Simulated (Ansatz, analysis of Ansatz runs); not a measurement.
# Moving an added electron between W sites in CaWO4 (I4_1/a), part 2 of 2

Aim: the energy barrier that a trapped electron meets when it moves from one W atom to another one nearby in CaWO4 (I4_1/a). The model is a cell of 96 host atoms.

Ansatz 0.2.0; plane-wave PAW DFT, PBEsol+U; relaxation of all atoms of a supercell at fixed charge in a uniform background; PAW set soft_1.

So far. Step 2 (The cell without the carrier): The largest displacement from an ideal site is 0.010 Å. Step 3 (The electron on the first site): The largest changes of the moments are 0.38 μB on W56, 0.02 μB on O57 and 0.02 μB on O60. The largest part sits on the chosen site.

**4. The electron on the second site**

The same start is made on the second site, to get the end of the hop.

Input file B.relax/input.yaml:

```yaml
crystal:
  lattice:
    - [10.44511621, 0.0, 0.0]
    - [0.0, 10.44511621, 0.0]
    - [0.0, 0.0, 11.25437467]
  atoms:
    - { symbol: Ca, position: [-0.000323, 0.249696, 0.749928] }
    - { symbol: Ca, position: [0.249631, -0.000497, 0.249911] }
[... 57 atom lines left out ...]
    - { symbol: O, position: [0.828321, 0.129113, 0.412787] }
[... 7 atom lines left out ...]
    - { symbol: O, position: [0.870405, 0.078253, 0.66284] }
[... 2 atom lines left out ...]
    - { symbol: O, position: [0.629121, 0.171272, 0.586988] }
[... 9 atom lines left out ...]
    - { symbol: O, position: [0.666954, 0.877267, 0.408096] }
[... 7 atom lines left out ...]
    - { symbol: O, position: [0.629111, 0.921274, 0.662917] }
[... 4 atom lines left out ...]
    - { symbol: O, position: [0.877169, 0.832577, 0.591845] }
[... 1 atom line left out ...]
    - { symbol: O, position: [0.879066, 0.921174, 0.087066] }
total_charge: -1
basis:
  ecutwfc: 420
  xc_grid: 2
hamiltonian:
  xc: pbesol
  hubbard:
    sites: [{ species: W, l: d, u_eff: 5.0 }]
    projectors: ortho-atomic
  pseudopotentials: { kind: paw, azcp: { folder: soft_1 }, xc_functional: pbe }
kpoints:
  mp_grid: { grid: [1, 1, 1] }
magnetization:
  spin_polarized: true
  initial_magnetization: 1
  spin_locking: { lock_magnetization: hard }
scf:
  occupations: { method: fermi_dirac, width: 0.01 }
  max_iter: 120
  lower_state_search: "off"
output:
  forces: true
relax:
  f_tol: 0.015
  max_steps: 70
  escape_saddle: false
checkpoint:
  write: "../B.relax.run"
  compress: false
  write_wavefunctions: true
  write_every: 100000
```

The run is started by

```bash
> ansatz run input.yaml --threads 32 --pin off --max-ram 84787MiB --backend cuda --events-out ev --progress --plain --runs-dir out --max-vram 78GiB
```

Numbers of over 12 decimals in the logs are rounded to 6 here.

What it wrote:

```text
[...]
Crystal: 96 atoms, lattice volume = 1227.857 Å³
Basis set: ecut = 420 eV, 24001 PW (Γ), exchange–correlation on 144×144×160 points (8 copies of the dense FFT grid, shifted against one another)
Bands: 481, of which v1, the nominal top of the filled ones, is band 385 counted from 1 (384 counted from 0)
Symmetry: 1 space group operations
[...]
k-points: 1
[...]
Starting moments: Σ|m| = 1 μB on 1 of 96 sites
[...]
SCF iter   1: F=—  HF=-228781.521132 eV  |Δ(HF+E_count)|=         —  Δρ=5.42e-2 (↑5.42e-2 ↓5.20e-2)  dr2=2.97e2  dr2_m=3.38e-1  M=1.000 μB ∫|m|=1.382 μB  Hψ=4469
[...]
SCF iter   2: F=—  HF=-228744.644775 eV  |Δ(HF+E_count)|=    3.69e1  Δρ=3.53e-2 (↑3.53e-2 ↓3.50e-2)  dr2=1.48e2  dr2_m=1.16e-1  M=1.000 μB ∫|m|=1.268 μB  Hψ=1751
[...]
Free energy (F): -228705.694991 eV
[...]
Internal energy: -228705.694991 eV  (E = F + TS)
E sigma→0 (E₀):  -228705.694991 eV
Fermi energy:    11.000743 (↑ 11.004187, ↓ 9.612476) eV
[...]
--- Forces (eV/Å), atoms counted from 1 ---
  atom   1  Ca    -0.00132037     0.00102829    -0.00251315
  atom   2  Ca    -0.00115522    -0.00135685     0.00249866
  atom   3  Ca     0.00111067     0.00247224     0.00045023
  [... 3 atoms left out ...]
  [... 90 more lines of this table ...]
  max |Σ_I F_I| component: 3.43e-6 eV/Å
--- Band table (eV) ---
[...]
Occupation matrices written to <dir>
--- Relaxed structure (11 steps of the walk, 11 accepted, 0 SCFs on fresh bases) ---
  F+E_penalty+E_count = -228705.69499117 eV   max|allowed force component| = 1.168e-2 eV/Å
  atoms:
    - { symbol: Ca, position: [-0.000300, 0.252024, 0.749436] }
    - { symbol: Ca, position: [0.247330, -0.000232, 0.250437] }
    - { symbol: Ca, position: [-0.002727, -1.926998413252871e-5, 0.500980] }
    [... 3 atoms left out ...]
  [... 90 more lines of this table ...]
[key lines of the parts left out:]
SCF converged after 4 iterations
Magnetization: 1.0000 μB (385.0000 up, 384.0000 down)
```

The job ended after 13 s (1 × NVIDIA GB200 with 32 threads of Arm Neoverse V2, shared host; peak memory 1.7 GiB).

Distances from W80 without and with the electron:

```tsv
atom	without (Å)	with (Å)
O95	1.79	1.87
O81	1.79	1.87
O84	1.79	1.87
O94	1.79	1.87
```

The largest changes of the moments are 0.38 μB on W80, 0.02 μB on O81 and 0.02 μB on O94. The largest part sits on the chosen site.

**5. Points on the line between the two structures**

All atoms move on the straight line between the two relaxed structures, 4.37 amu^1/2 Å long in mass-weighted terms. Each point starts from the state of the point before, once from either end, so that both localised states can be followed; the midpoint is also started with the carrier shared.

Input file A.x0500/input.yaml:

```yaml
crystal:
  lattice:
    - [10.44511621, 0.0, 0.0]
    - [0.0, 10.44511621, 0.0]
    - [0.0, 0.0, 11.25437467]
  atoms:
    - { symbol: Ca, position: [-0.001584, 0.252959, 0.747476] }
    - { symbol: Ca, position: [0.249661, -0.000287, 0.250438] }
[... 57 atom lines left out ...]
    - { symbol: O, position: [0.833877, 0.12945, 0.413883] }
[... 7 atom lines left out ...]
    - { symbol: O, position: [0.87134, 0.084069, 0.661893] }
[... 2 atom lines left out ...]
    - { symbol: O, position: [0.627574, 0.162773, 0.586821] }
[... 9 atom lines left out ...]
    - { symbol: O, position: [0.665432, 0.869929, 0.413872] }
[... 7 atom lines left out ...]
    - { symbol: O, position: [0.627983, 0.915295, 0.661862] }
[... 4 atom lines left out ...]
    - { symbol: O, position: [0.871751, 0.836611, 0.586813] }
[... 1 atom line left out ...]
    - { symbol: O, position: [0.877659, 0.922459, 0.085352] }
total_charge: -1
basis:
  ecutwfc: 420
  xc_grid: 2
hamiltonian:
  xc: pbesol
  hubbard:
    sites: [{ species: W, l: d, u_eff: 5.0 }]
    projectors: ortho-atomic
  pseudopotentials: { kind: paw, azcp: { folder: soft_1 }, xc_functional: pbe }
kpoints:
  mp_grid: { grid: [1, 1, 1] }
magnetization:
  spin_polarized: true
  initial_magnetization: 1
  spin_locking: { lock_magnetization: hard }
scf:
  occupations: { method: fermi_dirac, width: 0.01 }
  max_iter: 120
  lower_state_search: "off"
output:
  forces: true
  eigenvalues: true
  eigenstates: { localisation: true }
  write_density: true
  write_potential: true
  volumetric_format: npy
checkpoint:
  read: "../A.x0375.run"
  write: "../A.x0500.run"
  compress: false
  write_wavefunctions: true
  write_every: 100000
```

What it wrote:

```text
[...]
Warning: checkpoint.read: the run can stay near the saved state's solution: 96 site(s) moved relative to the saved geometry (max |Δs| = 1.729e-3 fractional); [...]
[...]
device memory: the entry about to start is reckoned to put 7.1 GiB on a device that reports 171.7 GiB free (of which the cap on the GPU budget leaves the run 78.0 GiB)
GPU FFT provider: cuFFT
GPU libraries: cuBLAS 13.8.1, cuFFT 12.4.0, cuSOLVER 12.3.2
GPU matrix products: emulated (plane waves: as basis.precision tells), large ones in fixed point in workspaces of 1.00 GiB
Crystal: 96 atoms, lattice volume = 1227.857 Å³
Basis set: ecut = 420 eV, 24001 PW (Γ), exchange–correlation on 144×144×160 points (8 copies of the dense FFT grid, shifted against one another)
Bands: 481, of which v1, the nominal top of the filled ones, is band 385 counted from 1 (384 counted from 0)
Symmetry: 1 space group operations
[...]
k-points: 1
[...]
Starting moments: Σ|m| = 1 μB on 1 of 96 sites; this step starts from the density that it was given
[...]
GPU buffer pool allocated for 414720 grid points (all kernels)
GPU transforms: local potential and band sums: pruned to the plane-wave sphere, on 72×72×75
[...]
SCF iter   1: F=—  HF=-228705.323284 eV  |Δ(HF+E_count)|=         —  Δρ=8.11e-4 (↑8.11e-4 ↓8.01e-4)  dr2=2.59e-2  dr2_m=2.48e-4  M=1.000 μB ∫|m|=1.125 μB  Hψ=6447
[...]
spin=Collinear: Resta preconditioning applied to the charge; magnetization (m = ρ↑ − ρ↓) channel mixes plain (no charge-response kernel on spin).
SCF iter   2: F=—  HF=-228705.317483 eV  |Δ(HF+E_count)|=   5.80e-3  Δρ=5.56e-4 (↑5.56e-4 ↓5.45e-4)  dr2=9.95e-3  dr2_m=1.57e-4  M=1.000 μB ∫|m|=1.126 μB  Hψ=1150
[...]
SCF iter  12: F=-228705.320690 eV  HF=-228705.320690 eV  |Δ(HF+E_count)|=   8.76e-9  Δρ=6.88e-7 (↑6.88e-7 ↓5.94e-7)  dr2=1.48e-8  dr2_m=5.97e-10  M=1.000 μB ∫|m|=1.150 μB  Hψ=4709
SCF 1 converged in 12 iterations: F = -228705.320690 eV  dr2 = 1.48e-8
[...]
SCF converged after 12 iterations
Stability checked in part: among states of this total moment the steps that led to this state did not find it unstable. No probe was made; neither looks for a lower state of another moment (fixed_total_moment; see scf.lower_state_search)
Magnetization: 1.0000 μB (385.0000 up, 384.0000 down)
Absolute magnetization: 1.1598 μB (∫|ρ↑−ρ↓|, with the PAW one-centre terms)
[...]
Per-site moments (μB) at R_I (Å): [(0.00142545, 0.992100), (0.000122508, 0.994463), (0.00407064, 0.981418), [... 6 left out ...]
Free energy (F): -228705.320690 eV
[...]
Internal energy: -228705.320022 eV  (E = F + TS)
E sigma→0 (E₀):  -228705.320356 eV
Entropy (-TS):   -0.000668 eV (-0.007 meV/atom)
Fermi energy:    11.166353 (↑ 11.166509, ↓ 9.501478) eV
[...]
--- Forces (eV/Å), atoms counted from 1 ---
  atom   1  Ca    -0.13999313     0.06996764    -0.19393595
  atom   2  Ca    -0.00635413     0.11555915     0.00244824
  atom   3  Ca    -0.03277453     0.44331317    -0.17328949
  [... 3 atoms left out ...]
  [... 90 more lines of this table ...]
  max |Σ_I F_I| component: 9.58e-7 eV/Å
--- Band table (eV) ---
[...]
Occupation matrices written to <dir>
```

The job ended after 4 s (1 × NVIDIA GB200 with 32 threads; peak memory 1.3 GiB; 13 s of CPU time).

From eigenstates.tsv, first k-point; energies on the run's zero. The participation number counts the atoms that a state is spread over, of 96; bands count from 0.

```tsv
spin	band	energy (eV)	occupation	participation	largest share on	share
down	378	7.479	1.00	12.2	O70	0.19
down	379	7.511	1.00	10.1	O57	0.20
down	380	7.650	1.00	10.9	O71	0.14
down	381	7.652	1.00	7.7	O71	0.18
down	382	7.725	1.00	7.3	O70	0.25
down	383	7.749	1.00	7.2	O60	0.25
down	384	11.253	0.00	3.3	W80	0.53
down	385	11.559	0.00	3.8	W80	0.49
down	386	11.646	0.00	28.6	W31	0.07
down	387	11.800	0.00	8.4	W29	0.23
down	388	11.818	0.00	25.7	W77	0.10
up	379	7.476	1.00	14.4	O57	0.16
up	380	7.591	1.00	12.0	O71	0.13
up	381	7.651	1.00	7.3	O57	0.19
up	382	7.714	1.00	7.6	O70	0.24
up	383	7.735	1.00	7.6	O60	0.24
up	384	11.114	0.99	4.7	W56	0.40
up	385	11.219	0.01	3.3	W80	0.52
up	386	11.546	0.00	3.8	W80	0.48
up	387	11.642	0.00	28.8	W31	0.07
up	388	11.783	0.00	8.5	W29	0.23
up	389	11.804	0.00	25.3	W77	0.10
```

Under PBEsol+U (5 eV) at the zone centre alone, the highest filled state is spin up, spread over 5 of 96 atoms, and the lowest empty one, 0.10 eV above it, is spin up, spread over 3 of 96 atoms.

The largest moments in the atoms' spheres: W56 0.34, O57 0.02, O60 0.02, O71 0.01, O70 0.01, W32 0.01 μB.

Free energies from the first end:

```tsv
started from	fraction	energy (eV)	moment change on W56 (μB)	on W80 (μB)
first site	0	0.000	0.38	0.00
first site	0.125	0.024	0.37	0.00
first site	0.25	0.096	0.36	0.00
first site	0.375	0.213	0.35	0.00
first site	0.5	0.374	0.34	0.01
first site	0.625	0.213	0.00	0.35
second site	0.875	0.024	0.00	0.37
second site	0.75	0.095	0.00	0.36
second site	0.625	0.213	0.00	0.35
second site	0.5	0.374	0.01	0.34
second site	0.375	0.213	0.35	0.00
shared	0.5	0.374	0.01	0.34
second site	1	0.000	0.00	0.38
```

**6. Results**

| Property | Result |
| --- | --- |
| barrier forward | 0.37 eV |
| barrier backward | 0.37 eV |
| distance of the two sites without the carrier | 5.22 Å |
| carrier at the midpoint | on one site |

In words: On this line the electron must cross 0.37 eV to hop 5.22 Å; both ends have the same energy within 0.005 eV. At the midpoint the lowest state found keeps the carrier on one site. With an assumed attempt frequency of 1e13 per second the rate at 300 K would be 5e+06 per second for this barrier, if every crossing succeeded. A straight line need not be the lowest path, so the true barrier at this U can be lower, or higher if the ends can still break their symmetry. The second site lies about half a repeat away: the first meets it and its image at 5.22 and 5.22 Å, so the cell models a chain, and nothing is concluded on the coupling of a single pair. A shorter hop, 3.84 Å to W5, was not computed. No run compares the localised electron with one spread in the band, so its binding is unknown and the barrier may exceed it. The program's search for lower electronic states was switched off in all runs, so that each state is followed; none is shown to be the lowest at its structure. No image-charge correction is applied; it nearly cancels along the line while the charge stays localised. Keep in mind: sampling at the zone centre alone can move energies of charged and open-shell states by tenths of an eV or more in cells of this size; gap and trapping depend on the U chosen (W d 5.0 eV); spin–orbit coupling, which can matter with heavy atoms, is left out.

[Logs are printed without paths, hosts, clocks, repeated set-up lines and the standing remarks that a program may print on its own settings, such as how far it seeks lower states.]

[Hosts, paths, dates, database ids (printed as entryN), source tags and the programs' standing remarks are cut or masked in the printed files.]
